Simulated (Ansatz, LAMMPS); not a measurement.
# Ionic liquid triethylsulfonium methanesulfonate with Li salt, from a frame at 450 K (189 atoms): geometry optimisation

How does ionic liquid triethylsulfonium methanesulfonate with Li salt, from a frame at 450 K (189 atoms) relax, and what do bonds, charges and levels look like afterwards?

Program: Ansatz 0.2.0. Level of theory: Kohn-Sham DFT, PBE+D3(BJ), PAW (set soft_2), plane waves. Results are calculated unless marked as measured.

## 1. The starting structure

The cell holds 189 atoms: 43 C, 13 S, 111 H, 21 O and 1 Li. Its edges and angles: a = 12.427 Å, b = 12.427 Å, c = 12.427 Å, α = 90.0°, β = 90.0°, γ = 90.0°. 6 triethylsulfonium, 7 methanesulfonate, 1 Li+ placed at random, at 1.2 g/cm³; overlaps pushed apart, then 10 ps at 700 K with Joung-Cheatham ions (J. Phys. Chem. B 112, 9020 (2008)); MMFF94 bonds, angles, torsions, charges and radii (Halgren, J. Comput. Chem. 17, 490 (1996)) in harmonic and 12-6 forms; charges of ions scaled by 0.8. Snapshot after 30 ps at 450 K and fixed volume.

What the set-up can't give: The network of contacts between molecules at the start is that of the classical potential that made the cell. The density was typed from a rule of thumb and may lie off the real one at this temperature. The Brillouin zone is sampled at Γ only, in a cell whose shortest periodic width is 12 Å.

## 2. The classical run that made the cell

A classical potential makes the cell, at a small fraction of what the same run would cost in DFT.

This step: classical MD, Joung-Cheatham ions (J. Phys. Chem. B 112, 9020 (2008)); MMFF94 bonds, angles, torsions, charges and radii (Halgren, J. Comput. Chem. 17, 490 (1996)) in harmonic and 12-6 forms; charges of ions scaled by 0.8 (LAMMPS 22 Jul 2025 - Update 4).

Contents of in.lmp:

```
# ionic liquid triethylsulfonium methanesulfonate with Li salt
units real
atom_style full
boundary p p p
bond_style harmonic
angle_style harmonic
dihedral_style opls
improper_style harmonic
special_bonds lj 0 0 0.5 coul 0 0 0.75
read_data data.lmp
neigh_modify delay 0 every 1 check yes one 4000
comm_modify cutoff 12.0
timestep 0.5
thermo_style custom step time temp pe press density
thermo_modify norm yes
# push overlapping molecules apart
pair_style soft 2.6
pair_coeff * * 0.0
variable a equal ramp(1,60)
fix ad all adapt 1 pair soft a * * v_a
velocity all create 700 887972 mom yes dist gaussian
fix lim all nve/limit 0.03
fix lan all langevin 700 700 50 887973 zero yes
thermo 1000
run 3000 post no
unfix ad
pair_style lj/cut/coul/long 9.0
pair_modify mix arithmetic tail yes
pair_coeff 1 1 0.0678 3.3680   # C
pair_coeff 2 2 0.2681 3.6400   # S
pair_coeff 3 3 0.0216 2.5400   # H
pair_coeff 4 4 0.2681 3.4180   # S
pair_coeff 5 5 0.0763 3.0960   # O
pair_coeff 6 6 0.3367 1.4094   # Li
# [... 18 lines left out ...]
compute msd all msd com yes
thermo 7500
fix md all nvt temp 450 450 100
run 30000 post no
print "== T450: mean square displacement over the hold $(c_msd[4]:%.2f) A^2"
unfix md
uncompute msd
write_dump all custom T450.dump id type xs ys zs modify sort id
```

Command:

```
> lmp -in in.lmp -log none -nocite
```

Numbers of over 12 decimals in the logs are rounded to 6 here.

The program printed:

```text
LAMMPS (22 Jul 2025 - Update 4)
Reading data file ...
  orthogonal box = (0 0 0) to (12.42715 12.42715 12.42715)
  189 atoms
  orthogonal box = (0 0 0) to (12.42715 12.42715 12.42715)
  175 bonds
  318 angles
  333 dihedrals
   Step          Time           Temp          PotEng         Press         Density
         0   0              700            0.60631045     4287.8231      1.2009991
      1000   500            632.90798      2.5770846      38351.646      1.2009991
      2000   1000           527.00188      2.5039585      42312.163      1.2009991
      3000   1500           556.01457      2.6471684      40704.03       1.2009991
[... 44 lines left out ...]
WARNING: Bond/angle/dihedral extent > half of periodic box length
   Step          Time           Temp          PotEng         Press         Density
[... 2 lines left out ...]
     30000   29000          434.92399     -1.2457227      8873.3177      1.2009991
     37500   36500          430.23919     -1.2028279      15315.416      1.2009991
     45000   44000          404.45592     -1.1642248     -633.69651      1.2009991
     47000   46000          433.7267      -1.1166186     -3153.9465      1.2009991
WARNING: Bond/angle/dihedral extent > half of periodic box length
Loop time of 14.3429 s on 1 MPI rank(s) for 30000 steps with 189 atoms
== T450: mean square displacement over the hold 13.23 A^2
```

Run time: 23 s. Hardware: 1 thread of AMD EPYC 9R45, shared host; peak memory 0.12 GiB.

The input also reads data.lmp (atoms, bonds and types; not printed here).

## 3. Single point at the start

A single point comes first, to see the forces before anything moves.

Contents of input.yaml:

```yaml
crystal:
  lattice:
    - [12.42715, 0.0, 0.0]
    - [0.0, 12.42715, 0.0]
    - [0.0, 0.0, 12.42715]
  atoms:
    - { symbol: C, position: [0.30473, 0.16858, 0.37372] }
    - { symbol: C, position: [0.20843, 0.09691, 0.3619] }
    - { symbol: S, position: [0.26202, 0.97588, 0.42273] }
    - { symbol: C, position: [0.13783, 0.88776, 0.41953] }
    - { symbol: C, position: [0.14077, 0.80458, 0.33246] }
    - { symbol: C, position: [0.234, 0.01897, 0.56173] }
    - { symbol: C, position: [0.26615, 0.9329, 0.648] }
    - { symbol: H, position: [0.28913, 0.23853, 0.3156] }
    - { symbol: H, position: [0.38242, 0.14366, 0.34751] }
    - { symbol: H, position: [0.31509, 0.21162, 0.45882] }
    - { symbol: H, position: [0.18434, 0.09423, 0.27909] }
    - { symbol: H, position: [0.1393, 0.12703, 0.40896] }
    - { symbol: H, position: [0.12989, 0.85512, 0.49594] }
    - { symbol: H, position: [0.0657, 0.94469, 0.40192] }
    - { symbol: H, position: [0.21134, 0.74514, 0.34461] }
    - { symbol: H, position: [0.06741, 0.7643, 0.32607] }
    - { symbol: H, position: [0.14508, 0.84173, 0.24971] }
    - { symbol: H, position: [0.1463, 0.03434, 0.57161] }
    - { symbol: H, position: [0.28484, 0.08806, 0.59078] }
    - { symbol: H, position: [0.18706, 0.90443, 0.67847] }
    - { symbol: H, position: [0.30971, 0.86472, 0.6101] }
    - { symbol: H, position: [0.31092, 0.96493, 0.71379] }
    - { symbol: C, position: [0.48341, 0.64132, 0.16869] }
    - { symbol: C, position: [0.56401, 0.6645, 0.25906] }
    - { symbol: S, position: [0.61112, 0.80983, 0.25833] }
    - { symbol: C, position: [0.72987, 0.77471, 0.34848] }
    - { symbol: C, position: [0.82594, 0.8437, 0.33851] }
    - { symbol: C, position: [0.53194, 0.84692, 0.37458] }
    - { symbol: C, position: [0.56449, 0.94974, 0.42257] }
    - { symbol: H, position: [0.50762, 0.67772, 0.08802] }
    - { symbol: H, position: [0.40425, 0.6765, 0.20182] }
    - { symbol: H, position: [0.47542, 0.55498, 0.15961] }
    [... 151 atom lines left out ...]
    - { symbol: O, position: [0.19851, 0.33114, 0.73697] }
    - { symbol: O, position: [0.14906, 0.13889, 0.74736] }
    - { symbol: H, position: [0.06431, 0.21965, 0.57838] }
    - { symbol: H, position: [0.94031, 0.22995, 0.67909] }
    - { symbol: H, position: [0.01951, 0.338, 0.61679] }
    - { symbol: Li, position: [0.03461, 0.2583, 0.00343] }
kpoints:
  mp_grid: { grid: [1, 1, 1] }
hamiltonian:
  xc: pbe
  dispersion: d3bj
scf:
  occupations: { method: fixed }
output:
  forces: true
  stress: true
  populations: true
  dos:
    method: { smearing: { sigma: 0.08 } }
    de: 0.1
    projected: { site_lists: { C: [C], H: [H], Li: [Li], O: [O], S: [S] } }
  eigenvalues: true
```

Command:

```
> ansatz run input.yaml --threads 4 --pin off --max-ram 8192MiB --backend cpu --events-out ev --progress --plain --runs-dir out
```

The program printed:

```text
Engine: ansatz 0.2.0, x86_64-unknown-linux-gnu
Pseudopotentials: kind: paw
Pseudopotential: C, paw, valence charge 4, recommended cutoff 420 eV (normal), C.paw.azcp
Pseudopotential: S, paw, valence charge 6, recommended cutoff 420 eV (normal), S.paw.azcp
Pseudopotential: H, paw, valence charge 1, recommended cutoff 420 eV (normal), H.paw.azcp
Pseudopotential: O, paw, valence charge 6, recommended cutoff 420 eV (normal), O.paw.azcp
Pseudopotential: Li, paw, valence charge 3, recommended cutoff 420 eV (normal), Li.paw.azcp
[... 5 lines on functional and potentials left out ...]
Crystal: 189 atoms, lattice volume = 1919.175 Å³
Basis set: ecut = 420 eV, 37529 PW (Γ), exchange–correlation on 180×180×180 points (8 copies of the dense FFT grid, shifted against one another)
Bands: 434, of which v1, the nominal top of the filled ones, is band 245 counted from 1 (244 counted from 0)
Symmetry: 1 space group operations
Space group: P1 (ITA 1), of the structure as read, at distance tolerance 1.2e-4 Å
k-points: 1
[... 11 lines on functional and potentials left out ...]
Initial density: superposition of atomic densities (neutral atoms: chi_scale 0, normalization atom), corrected by the library's trained network
Initial wavefunctions: pseudopotential atomic-orbital guess
Functional: x = pbe(κ = 0.804, μ = 0.219515), c = pbe(β = 0.066725)
SCF iter   1: F=—  HF=-36410.730132 eV  |F-HF|=—  |Δ(HF+E_count)|=         —  Δρ=5.87e-3  dr2=2.08e0  ethr=1.77e-3  ⟨swp⟩=4.0  Hψ=1622  notcnv=0  defer=183
preconditioner: auto → Resta (q_TF=auto, 2.173 Å⁻¹)  ε∞=2.5  [insulator: Δε(μ)=2.956 eV  Ē_g=15.038 eV  n_scr=340 (ndim 8)  ℏωp=18.5 eV  f_vac=0.187  ε∞_Penn≈2.5]
SCF iter   2: F=—  HF=-36410.065626 eV  |F-HF|=—  |Δ(HF+E_count)|=   6.65e-1  Δρ=3.09e-3  dr2=5.19e-1  ethr=4.24e-4  ⟨swp⟩=2.0  Hψ=506  notcnv=0  defer=184
SCF iter   3: F=—  HF=-36409.906429 eV  |F-HF|=—  |Δ(HF+E_count)|=   1.59e-1  Δρ=1.91e-3  dr2=1.18e-1  ethr=1.06e-4  ⟨swp⟩=2.0  Hψ=424  notcnv=0  defer=187
SCF iter   4: F=—  HF=-36409.870336 eV  |F-HF|=—  |Δ(HF+E_count)|=   3.61e-2  Δρ=9.32e-4  dr2=1.91e-2  ethr=2.41e-5  ⟨swp⟩=2.0  Hψ=740  notcnv=0  defer=186
SCF iter   5: F=—  HF=-36409.866564 eV  |F-HF|=—  |Δ(HF+E_count)|=   3.77e-3  Δρ=3.71e-4  dr2=2.60e-3  ethr=3.90e-6  ⟨swp⟩=2.0  Hψ=498  notcnv=0  defer=187
SCF iter   6: F=—  HF=-36409.866534 eV  |F-HF|=—  |Δ(HF+E_count)|=   2.97e-5  Δρ=1.83e-4  dr2=5.68e-4  ethr=5.30e-7  ⟨swp⟩=2.0  Hψ=496  notcnv=0  defer=183
SCF iter   7: F=—  HF=-36409.866535 eV  |F-HF|=—  |Δ(HF+E_count)|=   8.02e-7  Δρ=5.07e-5  dr2=4.96e-5  ethr=1.16e-7  ⟨swp⟩=2.0  Hψ=496  notcnv=0  defer=182
SCF iter   8: F=—  HF=-36409.869360 eV  |F-HF|=—  |Δ(HF+E_count)|=   2.82e-3  Δρ=1.70e-5  dr2=5.59e-6  ethr=1.01e-8  ⟨swp⟩=2.0  Hψ=497  notcnv=0  defer=182
SCF iter   9: F=—  HF=-36409.869364 eV  |F-HF|=—  |Δ(HF+E_count)|=   4.24e-6  Δρ=9.60e-6  dr2=1.54e-6  ethr=1.14e-9  ⟨swp⟩=2.0  Hψ=496  notcnv=0  defer=182
SCF iter  10: F=—  HF=-36409.869364 eV  |F-HF|=—  |Δ(HF+E_count)|=   5.93e-8  Δρ=3.07e-6  dr2=1.63e-7  ethr=3.15e-10  ⟨swp⟩=2.0  Hψ=496  notcnv=0  defer=182
SCF iter  11: F=-36409.869364 eV  HF=-36409.869364 eV  |F-HF|=1.18e-8  |Δ(HF+E_count)|=   6.85e-8  Δρ=9.24e-7  dr2=1.72e-8  ethr=2.04e-11  ⟨swp⟩=18.0  Hψ=3167  notcnv=0
SCF 1 converged in 11 iterations: F = -36409.869364 eV  dr2 = 1.72e-8
  greatest PAW one-centre occupation: 1.000 electrons in one spin orbital (limit 2), on the Li atom at site 188 (counted from 0), in its partial waves of l = 0
SCF converged after 11 iterations
Free energy (F): -36409.869364 eV
Harris-Foulkes:  -36409.869364 eV  (|F-HF|=1.18e-8)
Internal energy: -36409.869364 eV  (E = F + TS)
E sigma→0 (E₀):  -36409.869364 eV
Fermi energy:    1.094949 eV
--- Per-component energies (eV) ---
  E_band       = -3482.274840
  E_kinetic    = 10686.115576
  E_local      = -32088.723280  (includes V_loc(G=0)·N_el)
  E_nonlocal   = 2691.945854
  E_hartree    = 11727.331908
  E_xc         = -5913.668430
  E_vxc        = -7007.472266  (∫ρ·V_xc dr)
  E_paw        = -15494.884431  (= ΣΔE_a)
  E_vpaw       = -1218.704759  (= ΣTr[D̂ρ^β])
  E_aug_tail   = -0.099585  (compensation charges beyond the density's cutoff)
  E_ewald      = -8006.536523
  E_disp       = -11.350453  (pairwise vdW)
  E_smearing   = -0.000000  (= −TS)
  E_closure    = 0.000000  (closes the sum)
  Σ components = -36409.869364   (vs F -36409.869364, Δ=0.00e0)
--- Forces (eV/Å), atoms counted from 1 ---
  atom   1  C     -0.65272757     4.78145375     0.90335886
  atom   2  C      0.89880946     0.46206630     0.98119260
  atom   3  S     -2.72013238    -0.47830436     0.84622459
  atom   4  C     -1.06267579     1.64639960    -2.71800123
  atom   5  C      3.00495755     0.20065854    -1.24809550
  atom   6  C      1.21870060     0.27467367     2.11318339
  atom   7  C     -1.52698898    -1.05127956    -1.73346522
  atom   8  H      0.20977448    -0.71824027     0.76976801
  atom   9  H      0.79258049    -1.02696108    -0.28594002
  atom  10  H     -0.34933614    -1.30048231    -1.85983300
  atom  11  H     -0.03930710    -0.86025593    -0.89352840
  atom  12  H      0.19842976    -0.34945667     0.04958481
  atom  13  H     -0.03224574    -0.83104094     2.00915431
  atom  14  H      1.48169058    -0.69348644     0.71584597
[...]
atom 188  H     -0.38496755     2.15087435    -0.15576577
  atom 189  Li     0.46797157     0.12058437    -0.00552689
  max |Σ_I F_I| component: 1.06e-4 eV/Å
--- Stress (GPa, compression-positive) ---
        2.555936       0.628487      -0.136056
        0.628486       1.856316       0.860305
       -0.136054       0.860305       2.470479
  P = ⅓ Tr σ = 2.2942 GPa (22.942 kbar)
--- Band table (eV) ---
  k-point 0: bands = ["-41.7161", "-21.9057", "-21.8520", "-21.8078", [... 418 levels ...], "11.2882", "11.3183", "11.3510", "11.3668", "11.4083", "11.4282", "11.4578", "11.5056", "11.5481", "11.6167", "11.6246", "11.6504"]
--- Löwdin populations: 189 sites ---
  site symbol       q [e]
     0      C      4.4547
     1      C      4.3394
     2      S      5.2723
[...]
188     Li      2.2572
  spilling = 0.017299 (of n_electrons = 490.000000)
```

It took 12 s on 4 threads of AMD EPYC 9R45, shared host; peak memory 2.8 GiB.

The run gave:

```yaml
free_energy: -36409.8694 eV
free_energy_per_atom: -192.6448 eV/atom
scf_cycles: 11
pressure: 2.294 GPa
r_m_s_force_component: 1.219 eV/Å
longest_force: 6.964 eV/Å
fermi_energy: 1.095 eV
spacing_of_highest_filled_and_lowest_empty_level: 1.383 eV
spilling_of_the_projection: 0.0173
```

The r.m.s. force component of 1.2 eV/Å and the pressure of 2.3 GPa set the starting point.

Neighbours are counted within 1.34 Å (H-C), 1.85 Å (C-C), 2.21 Å (C-S), 1.88 Å (O-S), 2.38 Å (O-Li), cutoffs set anew for this text.

Length of the force by element and coordination:

| element | coordination | atoms | mean length of the force (eV/Å) | spread | least | most |
| --- | --- | --- | --- | --- | --- | --- |
| C | all | 43 | 2.64 | 1.11 | 0.436 | 4.91 |
| H | all | 111 | 1.23 | 0.696 | 0.222 | 4.96 |
| Li | all | 1 | 0.483 | 0 | 0.483 | 0.483 |
| O | all | 21 | 1.90 | 1.21 | 0.364 | 5.52 |
| O | 1 | 17 | 1.89 | 1.34 | 0.364 | 5.52 |
| O | 2 | 4 | 1.93 | 0.173 | 1.75 | 2.12 |
| S | all | 13 | 3.28 | 1.27 | 1.96 | 6.96 |
| S | 3 | 6 | 2.77 | 0.488 | 1.96 | 3.35 |
| S | 4 | 7 | 3.73 | 1.53 | 2.21 | 6.96 |

(Continued in part 2 of 3.)

[Logs are printed without paths, hosts, clocks, repeated set-up lines and the standing remarks that a program may print on its own settings, such as how far it seeks lower states.]

[Hosts, paths, dates, database ids (printed as entryN), source tags and the programs' standing remarks are cut or masked in the printed files.]

[The MMFF94 radii named for the starting cell were scaled by 0.96; in molecules described by MMFF94, hydrogen bound to N, O or S took a small fixed 12-6 site in their place.]
